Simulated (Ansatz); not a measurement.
# How Cu(111) screens a field

Wanted: the response of a Cu(111) slab to a perpendicular field.

Main program and level: Ansatz 0.2.0; plane-wave DFT, PBE, Ansatz PAW.

## (1) The structure

The cell holds 6 atoms: 6 Cu. Cell: a = 2.553 Å, b = 2.553 Å, c = 28.421 Å, α = 90.0°, β = 90.0°, γ = 60.0°. Vacuum lies along c.

## (2) Single point, field 0

A sawtooth potential applies the field, turning back in the middle of the vacuum. With the dipole correction the typed value is the field outside the slab. The induced dipole is small, so the SCF threshold is tight.

input.yaml reads:

```yaml
crystal:
  lattice:
    - [2.5526554801, 0.0, 0.0]
    - [1.27632774, 2.2106644929, 0.0]
    - [0.0, 0.0, 28.4211723589]
  atoms:
    - { symbol: Cu, position: [0.3333333333, 0.3333333333, 0.3166653327] }
    - { symbol: Cu, position: [0.6666666667, 0.6666666667, 0.3899991996] }
    - { symbol: Cu, position: [0.0, 0.0, 0.4633330665] }
    - { symbol: Cu, position: [0.3333333333, 0.3333333333, 0.5366669335] }
    - { symbol: Cu, position: [0.6666666667, 0.6666666667, 0.6100008004] }
    - { symbol: Cu, position: [0.0, 0.0, 0.6833346673] }
kpoints:
  mp_grid: { grid: [24, 24, 1] }
hamiltonian:
  xc: pbe
scf:
  occupations: { method: fermi_dirac, width: 0.1 }
  convergence: { dr2_threshold: 1.0e-10 }
efield:
  axis: 3
  dipole_correction: true
  ramp_position: 0.97
  ramp_width: 0.06
  amplitude: 0
output:
  forces: true
  write_potential: true
  write_density: true
  volumetric_format: npy
```

Run with:

```sh
ansatz run input.yaml --threads 4 --pin off --max-ram 6144MiB --backend cpu --events-out ev --progress --plain --runs-dir out
```

Log:

```text
Engine: ansatz 0.2.0, aarch64-unknown-linux-gnu
Pseudopotentials: kind: paw
Pseudopotential: Cu, paw, valence charge 19, recommended cutoff 420 eV (normal), Cu.paw.azcp
Functional definition: PBE
  parameter kappa = 0.804
  parameter beta = 0.066725
  exchange = pbe_x(kappa = kappa, mu = beta*pi^2/3)
  correlation = pbe_c(beta = beta)
Crystal: 6 atoms, lattice volume = 160.383 Å³
Basis set: ecut = 420 eV, 3197 PW (Γ), exchange–correlation on 36×36×384 points (8 copies of the dense FFT grid, shifted against one another)
Bands: 69, of which v1, the nominal top of the filled ones, is band 57 counted from 1 (56 counted from 0)
Symmetry: 6 space group operations
k-points: 61 of 576 (time reversal used)
Non-local potential: Cu, projectors of the file, l = 0: 3, l = 1: 2, l = 2: 3, l = 3: 1
PAW form: soft (Blöchl's): semilocal exchange-correlation on the pseudo side does not see the compensation charge
PAW one-centre angular grid: Cu, 590 points (default); XC on 64 Gauss nodes
Initial density: superposition of atomic densities (neutral atoms: chi_scale 0, normalization atom), corrected by the library's trained network
Initial wavefunctions: pseudopotential atomic-orbital guess
Functional: x = pbe(κ = 0.804, μ = 0.219515), c = pbe(β = 0.066725)
SCF iter   1: F=—  HF=-39750.134623 eV  |F-HF|=—  |Δ(HF+E_count)|=         —  Δρ=1.28e-3  dr2=3.19e-2  ethr=1.77e-3  p=0.000 e·Å  D=9.50e-14 V/Å  ΔV_dip=-0.00 eV  dr2_dipole=3.01e-8  V_vac-E_F(+/−)=4.73/4.73 eV  ⟨swp⟩=7.7  Hψ=17757  notcnv=0  defer=105
efield: sawtooth ramp at fractional position 0.9700 (set: `efield.ramp_position`, or a place that a band, a saddle search or an elastic batch's reference lends), width 0.0600; the density the first Hamiltonian is built on has a dipole p = 0.000 e·Å; the dipole correction subtracts the counter field D = 9.50e-14 V/Å, which shifts the + side's vacuum level by -0.00 eV against the − side's; the planar-averaged density in the ramp window peaks in size at 5.1e-5 e/Å³
preconditioner: auto → LDOS  [metal: Δε(μ)=0.023 eV  Ē_g=8.825 eV  σ=0.100 eV  W_gap=0.06  n_scr=22 (ndim 8)  ℏωp=23.8 eV  f_vac=0.531  D(μ)=2.05/eV (n_scr^D=12)  β→1.0]
SCF iter   2: F=—  HF=-39750.140016 eV  |F-HF|=—  |Δ(HF+E_count)|=   5.39e-3  Δρ=3.01e-3  dr2=1.07e-2  ethr=2.79e-5  p=0.000 e·Å  D=8.68e-7 V/Å  ΔV_dip=-0.00 eV  dr2_dipole=2.39e-8  V_vac-E_F(+/−)=4.82/4.82 eV  ⟨swp⟩=2.6  Hψ=8079  notcnv=0  defer=160
SCF iter   3: F=—  HF=-39750.138161 eV  |F-HF|=—  |Δ(HF+E_count)|=   1.85e-3  Δρ=5.00e-4  dr2=3.99e-4  ethr=9.40e-6  p=0.000 e·Å  D=4.72e-7 V/Å  ΔV_dip=-0.00 eV  dr2_dipole=1.39e-8  V_vac-E_F(+/−)=4.80/4.80 eV  ⟨swp⟩=2.0  Hψ=5880  notcnv=0  defer=160
SCF iter   4: F=—  HF=-39750.138196 eV  |F-HF|=—  |Δ(HF+E_count)|=   3.48e-5  Δρ=4.55e-4  dr2=4.15e-4  ethr=3.50e-7  p=0.000 e·Å  D=6.30e-8 V/Å  ΔV_dip=-0.00 eV  dr2_dipole=3.18e-9  V_vac-E_F(+/−)=4.80/4.80 eV  ⟨swp⟩=3.0  Hψ=7692  notcnv=0  defer=160
SCF iter   5: F=—  HF=-39750.138189 eV  |F-HF|=—  |Δ(HF+E_count)|=   6.73e-6  Δρ=1.21e-4  dr2=3.03e-5  ethr=3.50e-7  p=0.000 e·Å  D=8.14e-8 V/Å  ΔV_dip=-0.00 eV  dr2_dipole=4.01e-10  V_vac-E_F(+/−)=4.81/4.81 eV  ⟨swp⟩=2.3  Hψ=5237  notcnv=0  defer=160
SCF iter   6: F=—  HF=-39750.138190 eV  |F-HF|=—  |Δ(HF+E_count)|=   4.49e-7  Δρ=6.74e-5  dr2=5.61e-6  ethr=2.66e-8  p=0.000 e·Å  D=1.44e-7 V/Å  ΔV_dip=-0.00 eV  dr2_dipole=3.05e-11  V_vac-E_F(+/−)=4.81/4.81 eV  ⟨swp⟩=2.0  Hψ=5789  notcnv=0  defer=160
SCF iter   7: F=—  HF=-39750.138181 eV  |F-HF|=—  |Δ(HF+E_count)|=   8.68e-6  Δρ=2.20e-5  dr2=8.18e-7  ethr=4.92e-9  p=0.000 e·Å  D=1.07e-7 V/Å  ΔV_dip=-0.00 eV  dr2_dipole=4.10e-12  V_vac-E_F(+/−)=4.81/4.81 eV  ⟨swp⟩=2.0  Hψ=5826  notcnv=0  defer=160
SCF iter   8: F=—  HF=-39750.138182 eV  |F-HF|=—  |Δ(HF+E_count)|=   1.00e-6  Δρ=2.07e-5  dr2=5.14e-7  ethr=7.17e-10  p=0.000 e·Å  D=2.22e-8 V/Å  ΔV_dip=-0.00 eV  dr2_dipole=4.11e-14  V_vac-E_F(+/−)=4.81/4.81 eV  ⟨swp⟩=2.3  Hψ=6439  notcnv=0  defer=160
SCF iter   9: F=—  HF=-39750.138182 eV  |F-HF|=—  |Δ(HF+E_count)|=   1.27e-7  Δρ=8.30e-6  dr2=7.70e-8  ethr=4.50e-10  p=0.000 e·Å  D=3.27e-8 V/Å  ΔV_dip=-0.00 eV  dr2_dipole=6.14e-13  V_vac-E_F(+/−)=4.81/4.81 eV  ⟨swp⟩=2.0  Hψ=5899  notcnv=0  defer=159
SCF iter  10: F=—  HF=-39750.138182 eV  |F-HF|=—  |Δ(HF+E_count)|=   5.43e-9  Δρ=2.30e-6  dr2=5.31e-9  ethr=6.75e-11  p=0.000 e·Å  D=1.45e-8 V/Å  ΔV_dip=-0.00 eV  dr2_dipole=5.03e-13  V_vac-E_F(+/−)=4.81/4.81 eV  ⟨swp⟩=2.1  Hψ=5983  notcnv=0  defer=159
SCF iter  11: F=—  HF=-39750.138182 eV  |F-HF|=—  |Δ(HF+E_count)|=   1.10e-7  Δρ=1.12e-6  dr2=1.55e-9  ethr=4.66e-12  p=0.000 e·Å  D=3.28e-9 V/Å  ΔV_dip=-0.00 eV  dr2_dipole=6.51e-14  V_vac-E_F(+/−)=4.81/4.81 eV  ⟨swp⟩=2.3  Hψ=6509  notcnv=0  defer=159
SCF iter  12: F=-39750.138182 eV  HF=-39750.138182 eV  |F-HF|=3.64e-11  |Δ(HF+E_count)|=   8.65e-9  Δρ=2.15e-7  dr2=7.40e-11  ethr=1.00e-12  p=0.000 e·Å  D=7.19e-9 V/Å  ΔV_dip=-0.00 eV  dr2_dipole=1.10e-15  V_vac-E_F(+/−)=4.81/4.81 eV  ⟨swp⟩=15.4  Hψ=30098  notcnv=0
SCF 1 converged in 12 iterations: F = -39750.138182 eV  dr2 = 7.40e-11
  greatest PAW one-centre occupation: 1.000 electrons in one spin orbital (limit 2), on the Cu atom at site 5 (counted from 0), in its partial waves of l = 0
WARN: The output density's exchange-correlation potential varies sharply where the density is thin. Do not read a vacuum level from v_tot or v_xc, or from such a field of the output density. On a cell that repeats whose density bears no net charge and no dipole along the vacuum's axis use v_es (v_loc + v_h of the components); under efield.dipole_correction with no amplitude use v_es + v_field, which holds any externa [...]
SCF converged after 12 iterations
Free energy (F): -39750.138182 eV
Harris-Foulkes:  -39750.138182 eV  (|F-HF|=3.64e-11)
Internal energy: -39750.071664 eV  (E = F + TS)
E sigma→0 (E₀):  -39750.104923 eV
Entropy (-TS):   -0.066518 eV (-11.086 meV/atom)
Fermi energy:    4.763681 eV
Dipole field:    D = -0.000000 V/Å  (p = -0.000000 e·Å, saw-weighted, corrected)
Work function:   Φ+ = 4.8142 eV   Φ− = 4.8142 eV
Levels:          The Fermi level and band energies are counted from a zero that moves with the ramp; work functions are not
--- Per-component energies (eV) ---
  E_band       = -3514.188677
  E_kinetic    = 1798.611220
  E_local      = -339198.726451  (includes V_loc(G=0)·N_el)
  E_nonlocal   = 2342.926218
  E_hartree    = 167475.829332
  E_xc         = -535.260170
  E_vxc        = -690.529438  (∫ρ·V_xc dr)
  E_paw        = -9981.079528  (= ΣΔE_a)
  E_vpaw       = -2718.131443  (= ΣTr[D̂ρ^β])
  E_aug_tail   = 0.001679  (compensation charges beyond the density's cutoff)
  E_efield     = 0.000000  (sawtooth field / dipole correction)
  E_vefield    = 0.000000  (∫n·V_field dr)
  E_ewald      = 138347.626036
  E_smearing   = -0.066518  (= −TS)
  E_closure    = 0.000000  (closes the sum)
  Σ components = -39750.138182   (vs F -39750.138182, Δ=0.00e0)
--- Forces (eV/Å), atoms counted from 1 ---
  atom   1  Cu    -0.00000000    -0.00000000    -0.00579133
  atom   2  Cu    -0.00000000     0.00000000    -0.04642410
  atom   3  Cu    -0.00000000    -0.00000000    -0.01432274
  atom   4  Cu     0.00000000     0.00000000     0.01432274
  atom   5  Cu     0.00000000    -0.00000000     0.04642409
  atom   6  Cu     0.00000000    -0.00000000     0.00579124
  max |Σ_I F_I| component: 9.95e-8 eV/Å
--- Band table (eV; the first three rows and the last of 61) ---
  k-point 0: bands = [... 53 lower, 2.9339, 2.9339, 3.1358, 3.1358, 3.1841, 3.1841, 3.8971, 4.3754, ... 8 higher]
  k-point 1: bands = [... 53 lower, 2.9342, 3.0007, 3.0493, 3.1336, 3.1358, 3.1849, 4.0446, 4.5486, ... 8 higher]
  k-point 2: bands = [... 53 lower, 2.8637, 2.9346, 2.9446, 3.1357, 3.1871, 3.3281, 4.3708, 4.9625, ... 8 higher]
  k-point 60: bands = [... 53 lower, 3.1229, 8.1051, 8.1204, 8.1204, 8.4941, 8.4941, 9.0652, 9.2500, ... 8 higher]
```

It took 29 s on 4 threads of Arm Neoverse V1, shared host; peak memory 0.8 GiB; 1.9 min of CPU time.

Numbers from this step:

```
energy at zero smearing   : -39750.1049 eV
work function, upper face : 4.814 eV
dipole along the normal   : -3.78e-8 e·Å
```

Running mean over 2.084 Å of the planar mean; the ramp of the sawtooth is left out. Table of electron's electrostatic potential energy less the Fermi level by z:

| z (Å) | electron's electrostatic potential energy less the Fermi level (eV) |
| --- | --- |
| 4 | 4.81 |
| 5 | 4.81 |
| 6 | 4.76 |
| 7 | 4.13 |
| 8 | -2.71 |
| 9 | -8.50 |
| 10 | -8.77 |
| 11 | -8.85 |
| 12 | -8.84 |
| 13 | -8.84 |
| 14 | -8.84 |
| 15 | -8.84 |
| 16 | -8.84 |
| 17 | -8.85 |
| 18 | -8.81 |
| 19 | -8.70 |
| 20 | -6.57 |
| 21 | 2.58 |
| 22 | 4.66 |
| 23 | 4.80 |
| 24 | 4.81 |
| 25 | 4.81 |

The work function of the upper face is 4.81 eV.

## (3) Atoms held, field 0.05 V/Å

input.yaml, as its differences from that of step 2:

```diff
@@ -24,3 +24,3 @@
   ramp_width: 0.06
-  amplitude: 0
+  amplitude: 0.05
 output:
```

Log:

```text
[...]
Crystal: 6 atoms, lattice volume = 160.383 Å³
Basis set: ecut = 420 eV, 3197 PW (Γ), exchange–correlation on 36×36×384 points (8 copies of the dense FFT grid, shifted against one another)
Bands: 69, of which v1, the nominal top of the filled ones, is band 57 counted from 1 (56 counted from 0)
Symmetry: 6 space group operations
k-points: 61 of 576 (time reversal used)
[...]
k-point 0: bands = [... 53 lower, 2.9338, 2.9338, 3.1356, 3.1356, 3.1840, 3.1840, 3.8969, 4.3754, ... 8 higher]
  k-point 1: bands = [... 53 lower, 2.9340, 3.0006, 3.0491, 3.1335, 3.1356, 3.1848, 4.0443, 4.5486, ... 8 higher]
  k-point 2: bands = [... 53 lower, 2.8635, 2.9345, 2.9445, 3.1356, 3.1870, 3.3280, 4.3706, 4.9624, ... 8 higher]
  k-point 60: bands = [... 53 lower, 3.1227, 8.1049, 8.1203, 8.1203, 8.4938, 8.4942, 9.0651, 9.2498, ... 8 higher]
[key lines of the parts left out:]
SCF converged after 17 iterations
Free energy (F): -39750.138713 eV
Fermi energy:    4.763545 eV
Dipole field:    D = 0.023943 V/Å  (p = 0.021221 e·Å, saw-weighted, corrected)
```

Run time: 36 s. Hardware: 4 threads; peak memory 0.78 GiB.

The dipole is 0.0212 e·Å.

## (4) Single point, field -0.05 V/Å

input.yaml, as its differences from that of step 3:

```diff
@@ -24,3 +24,3 @@
   ramp_width: 0.06
-  amplitude: 0.05
+  amplitude: -0.05
 output:
```

Log:

```text
[...]
Crystal: 6 atoms, lattice volume = 160.383 Å³
Basis set: ecut = 420 eV, 3197 PW (Γ), exchange–correlation on 36×36×384 points (8 copies of the dense FFT grid, shifted against one another)
Bands: 69, of which v1, the nominal top of the filled ones, is band 57 counted from 1 (56 counted from 0)
Symmetry: 6 space group operations
k-points: 61 of 576 (time reversal used)
[...]
k-point 0: bands = [... 53 lower, 2.9338, 2.9338, 3.1356, 3.1356, 3.1840, 3.1840, 3.8969, 4.3754, ... 8 higher]
  k-point 1: bands = [... 53 lower, 2.9340, 3.0006, 3.0491, 3.1335, 3.1356, 3.1848, 4.0443, 4.5486, ... 8 higher]
  k-point 2: bands = [... 53 lower, 2.8635, 2.9345, 2.9445, 3.1356, 3.1870, 3.3280, 4.3706, 4.9624, ... 8 higher]
  k-point 60: bands = [... 53 lower, 3.1227, 8.1049, 8.1203, 8.1203, 8.4938, 8.4942, 9.0651, 9.2498, ... 8 higher]
[key lines of the parts left out:]
SCF converged after 17 iterations
Free energy (F): -39750.138713 eV
Fermi energy:    4.763545 eV
Dipole field:    D = -0.023943 V/Å  (p = -0.021221 e·Å, saw-weighted, corrected)
```

The job ended after 36 s (4 threads; peak memory 0.78 GiB; 2.4 min of CPU time).

The dipole is -0.0212 e·Å.

## (5) Single point, field 0.1 V/Å

input.yaml, as its differences from that of step 4:

```diff
@@ -24,3 +24,3 @@
   ramp_width: 0.06
-  amplitude: -0.05
+  amplitude: 0.1
 output:
```

Log:

```text
[...]
Crystal: 6 atoms, lattice volume = 160.383 Å³
Basis set: ecut = 420 eV, 3197 PW (Γ), exchange–correlation on 36×36×384 points (8 copies of the dense FFT grid, shifted against one another)
Bands: 69, of which v1, the nominal top of the filled ones, is band 57 counted from 1 (56 counted from 0)
Symmetry: 6 space group operations
k-points: 61 of 576 (time reversal used)
[...]
k-point 0: bands = [... 53 lower, 2.9334, 2.9334, 3.1352, 3.1352, 3.1836, 3.1836, 3.8960, 4.3754, ... 8 higher]
  k-point 1: bands = [... 53 lower, 2.9336, 3.0002, 3.0487, 3.1331, 3.1352, 3.1844, 4.0436, 4.5485, ... 8 higher]
  k-point 2: bands = [... 53 lower, 2.8630, 2.9341, 2.9441, 3.1352, 3.1866, 3.3276, 4.3700, 4.9622, ... 8 higher]
  k-point 60: bands = [... 53 lower, 3.1223, 8.1045, 8.1198, 8.1199, 8.4932, 8.4940, 9.0647, 9.2494, ... 8 higher]
[key lines of the parts left out:]
SCF converged after 17 iterations
Free energy (F): -39750.140304 eV
Fermi energy:    4.763141 eV
Dipole field:    D = 0.047884 V/Å  (p = 0.042441 e·Å, saw-weighted, corrected)
```

The job ended after 41 s (4 threads; peak memory 0.78 GiB; 2.7 min of CPU time).

The dipole is 0.0424 e·Å.

## (6) Single point, field -0.1 V/Å

input.yaml, as its differences from that of step 5:

```diff
@@ -24,3 +24,3 @@
   ramp_width: 0.06
-  amplitude: 0.1
+  amplitude: -0.1
 output:
```

Log:

```text
[...]
Crystal: 6 atoms, lattice volume = 160.383 Å³
Basis set: ecut = 420 eV, 3197 PW (Γ), exchange–correlation on 36×36×384 points (8 copies of the dense FFT grid, shifted against one another)
Bands: 69, of which v1, the nominal top of the filled ones, is band 57 counted from 1 (56 counted from 0)
Symmetry: 6 space group operations
k-points: 61 of 576 (time reversal used)
[...]
k-point 0: bands = [... 53 lower, 2.9334, 2.9334, 3.1352, 3.1352, 3.1836, 3.1836, 3.8960, 4.3754, ... 8 higher]
  k-point 1: bands = [... 53 lower, 2.9336, 3.0002, 3.0487, 3.1331, 3.1352, 3.1844, 4.0436, 4.5485, ... 8 higher]
  k-point 2: bands = [... 53 lower, 2.8630, 2.9341, 2.9441, 3.1352, 3.1866, 3.3276, 4.3700, 4.9622, ... 8 higher]
  k-point 60: bands = [... 53 lower, 3.1223, 8.1045, 8.1198, 8.1199, 8.4932, 8.4940, 9.0647, 9.2494, ... 8 higher]
[key lines of the parts left out:]
SCF converged after 17 iterations
Free energy (F): -39750.140304 eV
Fermi energy:    4.763141 eV
Dipole field:    D = -0.047884 V/Å  (p = -0.042441 e·Å, saw-weighted, corrected)
```

The job ended after 40 s (4 threads; peak memory 0.78 GiB; 2.6 min of CPU time).

The dipole is -0.0424 e·Å.

## (7) Atoms held, field 0.2 V/Å

input.yaml, as its differences from that of step 6:

```diff
@@ -24,3 +24,3 @@
   ramp_width: 0.06
-  amplitude: -0.1
+  amplitude: 0.2
 output:
```

Log:

```text
[...]
Crystal: 6 atoms, lattice volume = 160.383 Å³
Basis set: ecut = 420 eV, 3197 PW (Γ), exchange–correlation on 36×36×384 points (8 copies of the dense FFT grid, shifted against one another)
Bands: 69, of which v1, the nominal top of the filled ones, is band 57 counted from 1 (56 counted from 0)
Symmetry: 6 space group operations
k-points: 61 of 576 (time reversal used)
[...]
k-point 0: bands = [... 53 lower, 2.9318, 2.9318, 3.1336, 3.1336, 3.1820, 3.1820, 3.8927, 4.3753, ... 8 higher]
  k-point 1: bands = [... 53 lower, 2.9320, 2.9985, 3.0469, 3.1316, 3.1336, 3.1828, 4.0407, 4.5481, ... 8 higher]
  k-point 2: bands = [... 53 lower, 2.8612, 2.9325, 2.9428, 3.1336, 3.1850, 3.3259, 4.3676, 4.9613, ... 8 higher]
  k-point 60: bands = [... 53 lower, 3.1207, 8.1029, 8.1182, 8.1184, 8.4912, 8.4927, 9.0630, 9.2479, ... 8 higher]
[key lines of the parts left out:]
SCF converged after 17 iterations
Free energy (F): -39750.146670 eV
Fermi energy:    4.761522 eV
Dipole field:    D = 0.095775 V/Å  (p = 0.084888 e·Å, saw-weighted, corrected)
```

It took 41 s on 4 threads; peak memory 0.78 GiB; 2.7 min of CPU time.

The dipole is 0.0849 e·Å.

## (8) Atoms held, field -0.2 V/Å

input.yaml, as its differences from that of step 7:

```diff
@@ -24,3 +24,3 @@
   ramp_width: 0.06
-  amplitude: 0.2
+  amplitude: -0.2
 output:
```

Log:

```text
[...]
Crystal: 6 atoms, lattice volume = 160.383 Å³
Basis set: ecut = 420 eV, 3197 PW (Γ), exchange–correlation on 36×36×384 points (8 copies of the dense FFT grid, shifted against one another)
Bands: 69, of which v1, the nominal top of the filled ones, is band 57 counted from 1 (56 counted from 0)
Symmetry: 6 space group operations
k-points: 61 of 576 (time reversal used)
[...]
k-point 0: bands = [... 53 lower, 2.9318, 2.9318, 3.1336, 3.1336, 3.1820, 3.1820, 3.8927, 4.3753, ... 8 higher]
  k-point 1: bands = [... 53 lower, 2.9320, 2.9985, 3.0469, 3.1316, 3.1336, 3.1828, 4.0407, 4.5481, ... 8 higher]
  k-point 2: bands = [... 53 lower, 2.8612, 2.9325, 2.9428, 3.1336, 3.1850, 3.3259, 4.3676, 4.9613, ... 8 higher]
  k-point 60: bands = [... 53 lower, 3.1207, 8.1029, 8.1182, 8.1184, 8.4912, 8.4927, 9.0630, 9.2479, ... 8 higher]
[key lines of the parts left out:]
SCF converged after 17 iterations
Free energy (F): -39750.146670 eV
Fermi energy:    4.761522 eV
Dipole field:    D = -0.095775 V/Å  (p = -0.084888 e·Å, saw-weighted, corrected)
```

Wall time 40 s (4 threads); peak memory 0.78 GiB.

The dipole is -0.0849 e·Å.

## (9) Atoms held, field 0.4 V/Å

input.yaml, as its differences from that of step 8:

```diff
@@ -24,3 +24,3 @@
   ramp_width: 0.06
-  amplitude: -0.2
+  amplitude: 0.4
 output:
@@ -30 +30,2 @@
   volumetric_format: npy
+  elf: true
```

Log:

```text
[...]
Crystal: 6 atoms, lattice volume = 160.383 Å³
Basis set: ecut = 420 eV, 3197 PW (Γ), exchange–correlation on 36×36×384 points (8 copies of the dense FFT grid, shifted against one another)
Bands: 69, of which v1, the nominal top of the filled ones, is band 57 counted from 1 (56 counted from 0)
Symmetry: 6 space group operations
k-points: 61 of 576 (time reversal used)
[...]
k-point 0: bands = [... 53 lower, 2.9252, 2.9252, 3.1271, 3.1271, 3.1755, 3.1755, 3.8794, 4.3750, ... 8 higher]
  k-point 1: bands = [... 53 lower, 2.9255, 2.9918, 3.0399, 3.1253, 3.1271, 3.1763, 4.0291, 4.5464, ... 8 higher]
  k-point 2: bands = [... 53 lower, 2.8537, 2.9259, 2.9372, 3.1270, 3.1785, 3.3193, 4.3577, 4.9576, ... 8 higher]
  k-point 60: bands = [... 53 lower, 3.1142, 8.0963, 8.1115, 8.1119, 8.4839, 8.4870, 9.0565, 9.2416, ... 8 higher]
[key lines of the parts left out:]
SCF converged after 18 iterations
Free energy (F): -39750.172145 eV
Fermi energy:    4.754926 eV
Dipole field:    D = 0.191663 V/Å  (p = 0.169876 e·Å, saw-weighted, corrected)
```

Wall time 38 s (4 threads); peak memory 0.78 GiB.

Running mean over 2.084 Å of the planar mean, with the applied field; the ramp of the sawtooth is left out. Table of electron's electrostatic potential energy less the Fermi level by z:

z (Å), electron's electrostatic potential energy less the Fermi level (eV) and a bar from the least value:
```
        4       3.47 ########################
        5       3.86 #########################
        6       4.20 ##########################
        7       3.90 #########################
        8      -2.75 ############
        9      -8.50 #
       10      -8.77 
       11      -8.85 
       12      -8.84 
       13      -8.84 
       14      -8.84 
       15      -8.84 
       16      -8.84 
       17      -8.86 
       18      -8.81 
       19      -8.70 
       20      -6.56 #####
       21       2.72 #######################
       22       5.09 ###########################
       23       5.62 ############################
       24       6.02 #############################
       25       6.42 ##############################
```

The dipole is 0.170 e·Å.

(Continued in part 2 of 2.)

[Long decimals in the printed logs are rounded to 6 places.]

[Logs are printed without paths, hosts, clocks, repeated set-up lines and the standing remarks that a program may print on its own settings, such as how far it seeks lower states.]

[Hosts, paths, dates, database ids (printed as entryN), source tags and the programs' standing remarks are cut or masked in the printed files.]

[Maps of the electrostatic potential energy from Ansatz leave out the sawtooth potential of an applied field or a dipole correction, so their vacuum need not be flat; planar profiles and work functions include it.]
